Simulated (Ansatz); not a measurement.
## Phonons of Ni3GeC (Pm-3m) against volume

Wanted: mode Grüneisen parameters of Ni3GeC (Pm-3m).

Program: Ansatz 0.2.0. Level of theory: DFT PBEsol, scalar-relativistic, plane waves, PAW; PAW set soft_1. Values are calculated unless marked as measured.

### 1. Starting point

Symmetry: Pm-3m, No. 221, cubic system. The conventional cell has a = 3.762 Å, b = 3.762 Å, c = 3.762 Å, α = 90.00°, β = 90.00°, γ = 90.00°. Nearest to Ni lie 2 C at 1.88 Å and 4 Ge at 2.66 Å and 8 Ni at 2.66 Å. Nearest to Ge lie 12 Ni at 2.66 Å. C has 6 Ni at 1.88 Å nearest. Farther neighbours, and contacts between anions beyond the nearest, are not listed.

### 2. Response at finite wavevector

Stability and thermal properties need the whole zone. Linear response on a 2×2×2 q mesh gives force constants as far as a supercell of that size would.

File input.yaml:

```yaml
crystal:
  lattice:
    - [3.761644871, 0.0, 0.0]
    - [0.0, 3.761644871, 0.0]
    - [0.0, 0.0, 3.761644871]
  atoms:
    - { symbol: Ni, position: [0.0, 0.5, 0.5] }
    - { symbol: Ni, position: [0.5, 0.5, 0.0] }
    - { symbol: Ni, position: [0.5, 0.0, 0.5] }
    - { symbol: Ge, position: [0.0, 0.0, 0.0] }
    - { symbol: C, position: [0.5, 0.5, 0.5] }
kpoints:
  mp_grid: { grid: [12, 12, 12] }
hamiltonian:
  xc: pbesol
  pseudopotentials: { kind: paw, azcp: { folder: soft_1 }, xc_functional: pbe }
scf:
  occupations: { method: methfessel_paxton, width: 0.2 }
output:
  eigenvalues: true
phonons:
  method: dfpt
  qmesh: [2, 2, 2]
  temperatures: { t_max: 1000, t_step: 50 }
  qpath:
    path:
      - [[0.0, 0.0, 0.0], [0.0, 0.5, 0.0], [0.5, 0.5, 0.0], [0.0, 0.0, 0.0], [0.5, 0.5, 0.5], [0.0, 0.5, 0.0]]
      - [[0.5, 0.5, 0.5], [0.5, 0.5, 0.0]]
    npoints: 10
```

Command:

```console
$ ansatz run input.yaml --threads 4 --pin off --max-ram 10240MiB --backend cpu --events-out ev --progress --plain --runs-dir out
```

The log of the run:

```text
Engine: ansatz 0.2.0, aarch64-unknown-linux-gnu
Pseudopotentials: kind: paw
Pseudopotential: Ni, paw, valence charge 18, recommended cutoff 420 eV (normal), soft_1/Ni.paw.azcp
Pseudopotential: Ge, paw, valence charge 14, recommended cutoff 420 eV (normal), soft_1/Ge.paw.azcp
Pseudopotential: C, paw, valence charge 4, recommended cutoff 420 eV (normal), soft_1/C.paw.azcp
Functional definition: PBEsol
  exchange = pbesol_x
  correlation = pbesol_c
Crystal: 5 atoms, lattice volume = 53.227 Å³
Basis set: ecut = 420 eV, 1021 PW (Γ), exchange–correlation on 54×54×54 points (8 copies of the dense FFT grid, shifted against one another)
Bands: 44, of which v1, the nominal top of the filled ones, is band 36 counted from 1 (35 counted from 0)
Symmetry: 48 space group operations
k-points: 84 of 1728
Non-local potential: Ni, projectors of the file, l = 0: 3, l = 1: 2, l = 2: 3, l = 3: 1
Non-local potential: Ge, projectors of the file, l = 0: 2, l = 1: 2, l = 2: 3, l = 3: 1
Non-local potential: C, projectors of the file, l = 0: 2, l = 1: 2, l = 2: 1
PAW form: soft (Blöchl's): semilocal exchange-correlation on the pseudo side does not see the compensation charge
PAW frozen core: Ni, regenerated for the run's functional, and the local potential with it (the file was generated under x = pbe(κ = 0.804, μ = 0.219515), c = pbe(β = 0.066725))
PAW frozen core: Ge, regenerated for the run's functional, and the local potential with it (the file was generated under x = pbe(κ = 0.804, μ = 0.219515), c = pbe(β = 0.066725))
PAW frozen core: C, regenerated for the run's functional, and the local potential with it (the file was generated under x = pbe(κ = 0.804, μ = 0.219515), c = pbe(β = 0.066725))
PAW one-centre angular grid: Ni, 590 points (default); XC on 64 Gauss nodes
PAW one-centre angular grid: Ge, 590 points (default); XC on 64 Gauss nodes
PAW one-centre angular grid: C, 110 points (default); XC on 64 Gauss nodes
Initial density: superposition of atomic densities (chi_scale 0.1, normalization cell, long waves kept (reshape's long-wave potential 0.00 eV rms))
Initial wavefunctions: pseudopotential atomic-orbital guess
Functional: x = pbesol(κ = 0.804, μ = 0.123457), c = pbesol(β = 0.046)
SCF iter   1: F=—  HF=-21916.867667 eV  |F-HF|=—  |Δ(HF+E_count)|=         —  Δρ=1.14e-1  dr2=8.55e0  ethr=3.10e-3  ⟨swp⟩=5.5  Hψ=11873  notcnv=0
preconditioner: auto → Kerker (q_TF=auto, 2.869 Å⁻¹)  [metal: Δε(μ)=0.026 eV  Ē_g=12.663 eV  σ=0.200 eV  W_gap=0.11  n_scr=18 (ndim 8)  ℏωp=35.3 eV  f_vac=0.000  D(μ)=1.97/eV (n_scr^D=18)]
SCF iter   2: F=—  HF=-21915.555924 eV  |F-HF|=—  |Δ(HF+E_count)|=    1.31e0  S|Δr|=    0.00e0  Δρ=4.53e-2  dr2=2.19e0  ethr=3.10e-3  ⟨swp⟩=2.9  Hψ=6390  notcnv=0  defer=145
SCF iter   3: F=—  HF=-21915.051452 eV  |F-HF|=—  |Δ(HF+E_count)|=   5.04e-1  S|Δr|=    0.00e0  Δρ=1.73e-2  dr2=4.37e-1  ethr=3.04e-3  ⟨swp⟩=2.0  Hψ=4483  notcnv=0  defer=144
SCF iter   4: F=—  HF=-21914.960180 eV  |F-HF|=—  |Δ(HF+E_count)|=   9.13e-2  S|Δr|=    0.00e0  Δρ=6.96e-3  dr2=1.89e-2  ethr=6.07e-4  ⟨swp⟩=2.0  Hψ=5196  notcnv=0  defer=143
SCF iter   5: F=—  HF=-21914.959253 eV  |F-HF|=—  |Δ(HF+E_count)|=   9.27e-4  S|Δr|=    0.00e0  Δρ=2.67e-3  dr2=3.47e-3  ethr=2.63e-5  ⟨swp⟩=2.1  Hψ=4719  notcnv=0  defer=143
SCF iter   6: F=—  HF=-21914.956195 eV  |F-HF|=—  |Δ(HF+E_count)|=   3.06e-3  S|Δr|=    0.00e0  Δρ=8.77e-4  dr2=1.71e-4  ethr=4.81e-6  ⟨swp⟩=2.0  Hψ=5615  notcnv=0  defer=143
SCF iter   7: F=—  HF=-21914.956330 eV  |F-HF|=—  |Δ(HF+E_count)|=   1.35e-4  S|Δr|=    0.00e0  Δρ=3.18e-4  dr2=3.85e-5  ethr=2.38e-7  ⟨swp⟩=2.0  Hψ=6598  notcnv=0  defer=143
SCF iter   8: F=—  HF=-21914.956355 eV  |F-HF|=—  |Δ(HF+E_count)|=   2.50e-5  S|Δr|=    0.00e0  Δρ=6.71e-5  dr2=2.08e-6  ethr=5.34e-8  ⟨swp⟩=2.2  Hψ=5214  notcnv=0  defer=143
SCF iter   9: F=—  HF=-21914.956347 eV  |F-HF|=—  |Δ(HF+E_count)|=   7.34e-6  S|Δr|=    0.00e0  Δρ=2.28e-5  dr2=2.32e-7  ethr=2.89e-9  ⟨swp⟩=2.0  Hψ=5607  notcnv=0  defer=143
SCF iter  10: F=—  HF=-21914.956347 eV  |F-HF|=—  |Δ(HF+E_count)|=   3.97e-8  S|Δr|=    0.00e0  Δρ=3.92e-6  dr2=8.41e-9  ethr=3.23e-10  ⟨swp⟩=2.2  Hψ=5053  notcnv=0  defer=143
SCF iter  11: F=—  HF=-21914.956347 eV  |F-HF|=—  |Δ(HF+E_count)|=   4.59e-9  S|Δr|=    0.00e0  Δρ=1.06e-6  dr2=4.00e-10  ethr=1.17e-11  ⟨swp⟩=2.0  Hψ=6283  notcnv=0  defer=143
SCF iter  12: F=—  HF=-21914.956347 eV  |F-HF|=—  |Δ(HF+E_count)|=  1.06e-10  S|Δr|=    0.00e0  Δρ=3.41e-7  dr2=3.01e-11  ethr=1.00e-12  ⟨swp⟩=2.3  Hψ=5588  notcnv=0  defer=143
SCF iter  13: F=-21914.956347 eV  HF=-21914.956347 eV  |F-HF|=3.64e-12  |Δ(HF+E_count)|=    0.00e0  S|Δr|=    0.00e0  Δρ=6.36e-8  dr2=1.00e-12  ethr=1.00e-12  ⟨swp⟩=11.5  Hψ=19701  notcnv=0
SCF 1 converged in 13 iterations: F = -21914.956347 eV  dr2 = 1.00e-12
  greatest PAW one-centre occupation: 1.001 electrons in one spin orbital (limit 2), on the Ni atom at site 2 (counted from 0), in its partial waves of l = 1
Initial density: read from a saved state, or passed on in memory by an earlier SCF of this step, an earlier step, the calling program or the single point that the run made first
iter 1 solved again at ethr=4.83e-8 eV; its pass at ethr=3.10e-3 eV (dr2=3.48e-5 eV) is discarded
SCF iter   1: F=—  HF=-21914.956354 eV  |F-HF|=—  |Δ(HF+E_count)|=         —  Δρ=5.06e-7  dr2=6.98e-11  ethr=4.83e-8  ⟨swp⟩=3.2  Hψ=22848  notcnv=0
eigensolver tolerance schedule: the retry pair's looser diagonalisation over-reported the residual by 498472.82 of it (diagonalisation noise at an unbounded share of the residual, at the tolerance the schedule requests for it); recorded, not acted on — ethr = c·dr2/N_el stays at c = 1.0e-1
preconditioner: auto → Kerker (q_TF=auto, 2.869 Å⁻¹)  [metal: Δε(μ)=0.021 eV  Ē_g=12.874 eV  σ=0.200 eV  W_gap=0.09  n_scr=18 (ndim 8)  ℏωp=35.3 eV  f_vac=0.000  D(μ)=4.02/eV (n_scr^D=32)]
SCF iter   2: F=—  HF=-21914.956347 eV  |F-HF|=—  |Δ(HF+E_count)|=   6.45e-6  S|Δr|=    0.00e0  Δρ=3.53e-7  dr2=3.52e-11  ethr=1.00e-12  ⟨swp⟩=3.7  Hψ=10204  notcnv=0
SCF iter   3: F=—  HF=-21914.956347 eV  |F-HF|=—  |Δ(HF+E_count)|=  7.28e-12  S|Δr|=    0.00e0  Δρ=1.89e-7  dr2=1.05e-11  ethr=1.00e-12  ⟨swp⟩=1.0  Hψ=3696  notcnv=0
SCF iter   4: F=-21914.956347 eV  HF=-21914.956347 eV  |F-HF|=3.64e-12  |Δ(HF+E_count)|=  3.64e-12  S|Δr|=    0.00e0  Δρ=7.26e-8  dr2=1.72e-12  ethr=1.00e-12  ⟨swp⟩=4.1  Hψ=9688  notcnv=0
SCF 2 converged in 4 iterations: F = -21914.956347 eV  dr2 = 1.72e-12
  greatest PAW one-centre occupation: 1.001 electrons in one spin orbital (limit 2), on the Ni atom at site 0 (counted from 0), in its partial waves of l = 1
phonons: the bands overlap, so this run is a metal and interpolates without the dipole-dipole term. If the crystal is really an insulator or semiconductor, its LO-TO splitting is missing
NSCF: frozen V_eff on 84 k-points
WARN: eigensolver did not converge (k=0): 1 band(s) unlocked after 20 sweeps at ethr=1.15e-12 eV (storage-precision floor; scheduled 1.00e-12 eV) (lowest unlocked band 43, counted from 0; max residual 5.13e-6 eV among the unlocked bands, 5.13e-6 eV over every band; other slots of this pass that fall short are told together in one closing line; warning suppressed until the next SCF loop or pass starts)
WARN: eigensolver did not converge in 3 slots of this pass, the one above among them; of largest residual over every band (k=1): 1 band(s) unlocked (lowest unlocked band 43, counted from 0; max residual 5.34e-3 eV among the unlocked bands, 5.34e-3 eV over every band); of lowest unlocked band (k=0): band 43
NSCF: frozen V_eff on 343 k-points
DFPT response loops at q = (0, 0, 0) (fractional): preconditioner auto → Kerker (q_TF=auto, 2.869 Å⁻¹) (partly filled bands, converged f_vac=0.000); β = 1.00, the filter's whole step (`scf.mixing.beta` (0.50) is not read by the response loops under this deck's `scf.mixing.preconditioner`; to damp them name `kerker` or `kerker_dos`, under which they read `scf.mixing.beta`, and type it under 1.00, their step now; both keys bind the ground state too); Broyden in place of MSR1
NSCF: frozen V_eff on 686 k-points
DFPT response loops at q = (0, 0, -0.5) (fractional): mixed as the last ones told, above
NSCF: frozen V_eff on 686 k-points
DFPT response loops at q = (0, -0.5, -0.5) (fractional): mixed as the last ones told, above
NSCF: frozen V_eff on 686 k-points
DFPT response loops at q = (-0.5, -0.5, -0.5) (fractional): mixed as the last ones told, above
SCF converged after 13 iterations
Stability not checked: this state was not tested for a lower state beside it, because cold or Methfessel-Paxton smearing, or corrected tetrahedra, fill the levels in a way that the test cannot read (fill_not_monotonic; see scf.lower_state_search)
Free energy (F): -21914.956347 eV
Harris-Foulkes:  -21914.956347 eV  (|F-HF|=3.64e-12)
Internal energy: -21914.951856 eV  (E = F + TS)
E sigma→0 (E₀):  -21914.955224 eV
Entropy (-TS):   -0.004491 eV (-0.898 meV/atom)
Fermi energy:    16.804161 eV
--- Per-component energies (eV) ---
  E_band       = -953.900227
  E_kinetic    = 1205.801852
  E_local      = -10784.648979  (includes V_loc(G=0)·N_el)
  E_nonlocal   = -100.557124
  E_hartree    = 5691.738882
  E_xc         = -456.325191
  E_vxc        = -561.811520  (∫ρ·V_xc dr)
  E_paw        = -6938.143766  (= ΣΔE_a)
  E_vpaw       = -2096.164535  (= ΣTr[D̂ρ^β])
  E_aug_tail   = 0.002382  (compensation charges beyond the density's cutoff)
  E_ewald      = -10534.350818
  E_core_change = 1.530906  (= ΣΔE_core)
  E_smearing   = -0.004491  (= −TS)
  E_closure    = -0.000000  (closes the sum)
  Σ components = -21914.956347   (vs F -21914.956347, Δ=0.00e0)
--- Band table (eV; the first three rows and the last of 84) ---
  k-point 0: bands = [... 32 lower, 15.8330, 15.8330, 15.8330, 16.0839, 17.4463, 18.2762, 18.2762, 18.2762, ... 4 higher]
  k-point 1: bands = [... 32 lower, 15.8331, 15.8683, 15.8683, 16.0579, 17.3047, 18.3540, 18.3540, 18.4616, ... 4 higher]
  k-point 2: bands = [... 32 lower, 15.8333, 15.9807, 15.9886, 15.9886, 17.1997, 18.5548, 18.5548, 18.7106, ... 4 higher]
  k-point 83: bands = [... 32 lower, 15.3807, 15.8734, 15.8734, 15.8734, 16.4276, 17.7892, 17.7892, 17.7892, ... 4 higher]
--- Phonons (Γ-DFPT): 4 representative perturbations + reference (Σ response iterations 14) ---
  ASR residual: 4.504e-5 → 0.000e0 eV/Å²; symmetrization residual: 3.370e-6 eV/Å²
  ASR residual per site (eV/Å²): 4.50e-5 4.50e-5 4.50e-5 7.74e-6 8.81e-6
  Γ frequencies (cm⁻¹): -92.66 -92.66 -92.66 0.00 0.00 0.00 96.15 96.15 96.15 123.55 123.55 123.55 601.15 601.15 601.15
--- Phonons (arbitrary-q DFPT): 4 irreducible q on the 2×2×2 mesh ---
  q = [0.0000, 0.0000, 0.0000] (star 1, of the zone-centre solve; hermiticity 3.93e-7, symmetrization 3.73e-12): -92.66 -92.66 -92.66 -0.00 -0.00 0.00 96.15 96.15 96.15 123.55 123.55 123.55 601.15 601.15 601.15
  q = [0.0000, 0.0000, -0.5000] (star 3, 9 solved perturbations in 2646 linear systems a pass and spin channel, the states on 343 of 1728 k-point pairs; hermiticity 3.29e-7, symmetrization 1.23e-12): -129.74 -76.03 -66.56 -66.56 -61.15 -61.15 113.24 113.24 142.56 142.56 152.79 274.39 608.47 608.47 698.62
  q = [0.0000, -0.5000, -0.5000] (star 3, 9 solved perturbations in 2646 linear systems a pass and spin channel, the states on 343 of 1728 k-point pairs; hermiticity 3.20e-7, symmetrization 3.17e-13): -114.86 -106.63 -106.63 -98.91 -98.91 -68.65 114.98 129.31 132.11 132.11 231.42 295.61 620.72 722.58 722.58
  q = [-0.5000, -0.5000, -0.5000] (star 1, 4 solved perturbations in 931 linear systems a pass and spin channel, the states on 343 of 1728 k-point pairs; hermiticity 4.59e-7, symmetrization 4.95e-12): -70.17 -70.17 -70.17 48.08 48.08 48.08 129.68 129.68 129.68 237.12 237.12 357.90 720.74 720.74 720.74
  sum rule: each row above includes the acoustic sum rule's correction from the zone centre's row sums; it moved no ω² by more than (0.46 cm⁻¹)²
  mesh force constants: q→R imaginary residual 5.43e-18; ASR residual 4.504e-5 → 0.000e0 eV/Å²; symmetrization residual 1.776e-14 eV/Å²
  interpolated dispersion: 62 rows × 15 modes
  density of states and harmonic sums: on the 16×16×16 q-mesh, interpolated from the force constants of a 2×2×2 supercell (no non-analytic term)
  largest difference from the sums on the solved wave vectors: F 5.95e-2 eV, S 7.79e-5 and C_V 3.00e-5 eV/K
  zero-point energy: 0.185921 eV/cell   skipped modes (ω ≤ 0): 940, of them read as no rigid motion or as one in doubt: 937 (5.837e0 modes/cell left out, lowest -129.74 cm⁻¹)   left out of the sums: 3.89e-1 of the cell's modes: C_V's classical limit lies that fraction below 3 k_B per atom; for a crystal, a wire or a layer, F and S can be off by more, and a phonons.interpolated_qmesh denser along its periods is the remedy for the sampling
```

Run time: 11 min. Hardware: 4 threads of Arm Neoverse V2, shared host; peak memory 2.3 GiB; 42 min of CPU time.

This run has no spin polarisation, although Ni can carry a moment.

Read from the output:

- volume per atom: 10.65 Å³
- gap on the k-mesh: 0 eV
- sum-rule residual before enforcement: 4.50e-5 eV/Å²
- lowest frequency on the path: -129.7 cm⁻¹
- point group: m-3m
- highest frequency on path, mesh or solved points: 722.6 cm⁻¹
- highest optical mode at the zone centre (no LO-TO term): 601.1 cm⁻¹
- lowest optical zone-centre mode: -92.66 cm⁻¹
- lowest mode on the q mesh (acoustic modes at Γ apart): -129.7 cm⁻¹

Frequencies (cm⁻¹) solved at each irreducible wavevector; negative means imaginary. Frequencies by wavevector, by row:

```
q in reciprocal lattice units  star  mode 1  mode 2  mode 3  mode 4  mode 13  mode 14  mode 15
                        0 0 0     1   -92.7   -92.7   -92.7       0    601.1    601.1    601.1
                     0 0 -0.5     3  -129.7     -76   -66.6   -66.6    608.5    608.5    698.6
                  0 -0.5 -0.5     3  -114.9  -106.6  -106.6   -98.9    620.7    722.6    722.6
               -0.5 -0.5 -0.5     1   -70.2   -70.2   -70.2    48.1    720.7    720.7    720.7
```

Symmetry leaves 4 wavevectors to solve. The lowest mode among them, the acoustic zeros apart, lies at q = (0, 0, -0.5) and is imaginary, 129.7i cm⁻¹, so the energy falls along it.

### 3. Relaxing at another volume, volume ratio 0.97

The volume is scaled by 0.97 and held; symmetry leaves nothing to relax, so this is a single point. The modes can then be followed against volume.

input.yaml, the sections that differ from step 2:

```yaml
crystal:
  lattice:
    - [3.7236458601, 0.0, 0.0]
    - [0.0, 3.7236458601, 0.0]
    - [0.0, 0.0, 3.7236458601]
  atoms:
    - { symbol: Ni, position: [0.0, 0.5, 0.5] }
    - { symbol: Ni, position: [0.5, 0.5, 0.0] }
    - { symbol: Ni, position: [0.5, 0.0, 0.5] }
    - { symbol: Ge, position: [0.0, 0.0, 0.0] }
    - { symbol: C, position: [0.5, 0.5, 0.5] }
output:
  forces: true
  stress: true
  eigenvalues: true
# kpoints, hamiltonian, scf: as in step 2
# phonons: removed
```

The log of the run:

```text
[...]
Crystal: 5 atoms, lattice volume = 51.630 Å³
Basis set: ecut = 420 eV, 1021 PW (Γ), exchange–correlation on 50×50×50 points (8 copies of the dense FFT grid, shifted against one another)
Bands: 44, of which v1, the nominal top of the filled ones, is band 36 counted from 1 (35 counted from 0)
Symmetry: 48 space group operations
[...]
k-points: 84 of 1728
[...]
k-point 0: bands = [... 32 lower, 16.4729, 16.4729, 16.4729, 16.7221, 18.2441, 18.9480, 18.9480, 18.9480, ... 4 higher]
  k-point 1: bands = [... 32 lower, 16.4729, 16.5093, 16.5093, 16.6947, 18.0715, 19.0298, 19.0298, 19.1755, ... 4 higher]
  k-point 2: bands = [... 32 lower, 16.4731, 16.6133, 16.6334, 16.6334, 17.9512, 19.2407, 19.2407, 19.4626, ... 4 higher]
  k-point 83: bands = [... 32 lower, 15.9841, 16.5073, 16.5073, 16.5073, 17.1410, 18.5131, 18.5131, 18.5131, ... 4 higher]
[key lines of the parts left out:]
SCF converged after 10 iterations
Free energy (F): -21914.923589 eV
Fermi energy:    17.509088 eV
P = ⅓ Tr σ = 6.7663 GPa (67.663 kbar)
```

Elapsed: 3.5 s, on 4 threads; peak memory 0.46 GiB; 13 s of CPU time.

This step gave:

| Quantity | Value |
| --- | --- |
| pressure | 6.766 GPa |
| volume per atom | 10.33 Å³ |

The run ends at a pressure of 6.77 GPa.

### 4. Phonons at the other volume, volume ratio 0.97

The phonons are repeated at this volume on the same meshes, so that differences come from the volume alone.

Changes to input.yaml since step 3:

```diff
@@ -19,4 +19,11 @@
 output:
-  forces: true
-  stress: true
   eigenvalues: true
+phonons:
+  method: dfpt
+  qmesh: [2, 2, 2]
+  temperatures: { t_max: 1000, t_step: 50 }
+  qpath:
+    path:
+      - [[0.0, 0.0, 0.0], [0.0, 0.5, 0.0], [0.5, 0.5, 0.0], [0.0, 0.0, 0.0], [0.5, 0.5, 0.5], [0.0, 0.5, 0.0]]
+      - [[0.5, 0.5, 0.5], [0.5, 0.5, 0.0]]
+    npoints: 10
```

The log of the run:

```text
[...]
Crystal: 5 atoms, lattice volume = 51.630 Å³
Basis set: ecut = 420 eV, 1021 PW (Γ), exchange–correlation on 50×50×50 points (8 copies of the dense FFT grid, shifted against one another)
Bands: 44, of which v1, the nominal top of the filled ones, is band 36 counted from 1 (35 counted from 0)
Symmetry: 48 space group operations
k-points: 84 of 1728
[...]
SCF iter   1: F=—  HF=-21916.824729 eV  |F-HF|=—  |Δ(HF+E_count)|=         —  Δρ=1.12e-1  dr2=8.23e0  ethr=3.10e-3  ⟨swp⟩=5.5  Hψ=11927  notcnv=0
[...]
SCF iter  13: F=-21914.923589 eV  HF=-21914.923589 eV  |F-HF|=0.00e0  |Δ(HF+E_count)|=  1.09e-11  S|Δr|=    0.00e0  Δρ=6.22e-8  dr2=1.49e-12  ethr=1.00e-12  ⟨swp⟩=11.6  Hψ=20509  notcnv=0
SCF 1 converged in 13 iterations: F = -21914.923589 eV  dr2 = 1.49e-12
[...]
SCF iter   4: F=-21914.923589 eV  HF=-21914.923589 eV  |F-HF|=3.64e-12  |Δ(HF+E_count)|=    0.00e0  S|Δr|=    0.00e0  Δρ=9.37e-8  dr2=2.41e-12  ethr=1.00e-12  ⟨swp⟩=4.0  Hψ=11176  notcnv=0
SCF 2 converged in 4 iterations: F = -21914.923589 eV  dr2 = 2.41e-12
[...]
NSCF: frozen V_eff on 84 k-points
[...]
SCF converged after 13 iterations
[...]
Free energy (F): -21914.923589 eV
[...]
Internal energy: -21914.919555 eV  (E = F + TS)
E sigma→0 (E₀):  -21914.922581 eV
Entropy (-TS):   -0.004034 eV (-0.807 meV/atom)
Fermi energy:    17.509099 eV
[...]
--- Band table (eV; the first three rows and the last of 84) ---
  k-point 0: bands = [... 32 lower, 16.4729, 16.4729, 16.4729, 16.7221, 18.2442, 18.9480, 18.9480, 18.9480, ... 4 higher]
  k-point 1: bands = [... 32 lower, 16.4729, 16.5093, 16.5093, 16.6947, 18.0715, 19.0298, 19.0298, 19.1755, ... 4 higher]
  k-point 2: bands = [... 32 lower, 16.4731, 16.6133, 16.6334, 16.6334, 17.9512, 19.2407, 19.2407, 19.4626, ... 4 higher]
  k-point 83: bands = [... 32 lower, 15.9841, 16.5073, 16.5073, 16.5073, 17.1410, 18.5132, 18.5132, 18.5132, ... 4 higher]
[...]
ASR residual: 2.225e-5 → 0.000e0 eV/Å²; symmetrization residual: 3.339e-6 eV/Å²
  ASR residual per site (eV/Å²): 2.22e-5 2.22e-5 2.22e-5 7.29e-6 3.41e-6
[...]
--- Phonons (arbitrary-q DFPT): 4 irreducible q on the 2×2×2 mesh ---
[...]
interpolated dispersion: 62 rows × 15 modes
[...]
```

Wall time 10 min (4 threads); peak memory 2.3 GiB; 40 min of CPU time.

Read from the output:

| Quantity | Value |
| --- | --- |
| sum-rule residual before enforcement | 2.22e-5 eV/Å² |
| lowest frequency on the path | -126.2 cm⁻¹ |
| highest frequency on path, mesh or solved points | 756.7 cm⁻¹ |
| highest optical mode at the zone centre (no LO-TO term) | 641.8 cm⁻¹ |
| lowest optical zone-centre mode | -93.55 cm⁻¹ |
| lowest mode on the q mesh (acoustic modes at Γ apart) | -126.2 cm⁻¹ |

Frequencies (cm⁻¹) solved at each irreducible wavevector; negative means imaginary. Frequencies by wavevector, by row:

```
q in reciprocal lattice units  star  mode 1  mode 2  mode 3  mode 4  mode 13  mode 14  mode 15
                        0 0 0     1   -93.5   -93.5   -93.5       0    641.8    641.8    641.8
                     0 0 -0.5     3  -126.2   -76.9   -62.2   -62.2    648.4    648.4    733.8
                  0 -0.5 -0.5     3  -121.2  -105.1  -105.1   -96.6    660.2    756.7    756.7
               -0.5 -0.5 -0.5     1   -76.3   -76.3   -76.3      59    754.5    754.5    754.5
```

The highest optical mode at the zone centre (no LO-TO term) is 641.8 cm⁻¹, +40.6 cm⁻¹ against the base run.

[end of part 1 of 2]

[Long decimals in the printed logs are rounded to 6 places.]

[Logs are printed without paths, hosts, clocks, repeated set-up lines and the standing remarks that a program may print on its own settings, such as how far it seeks lower states.]

[Hosts, paths, dates, database ids (printed as entryN), source tags and the programs' standing remarks are cut or masked in the printed files.]

[Where the starting crystal was built by hand or by swapping elements, it need not be the compound's stable phase.]
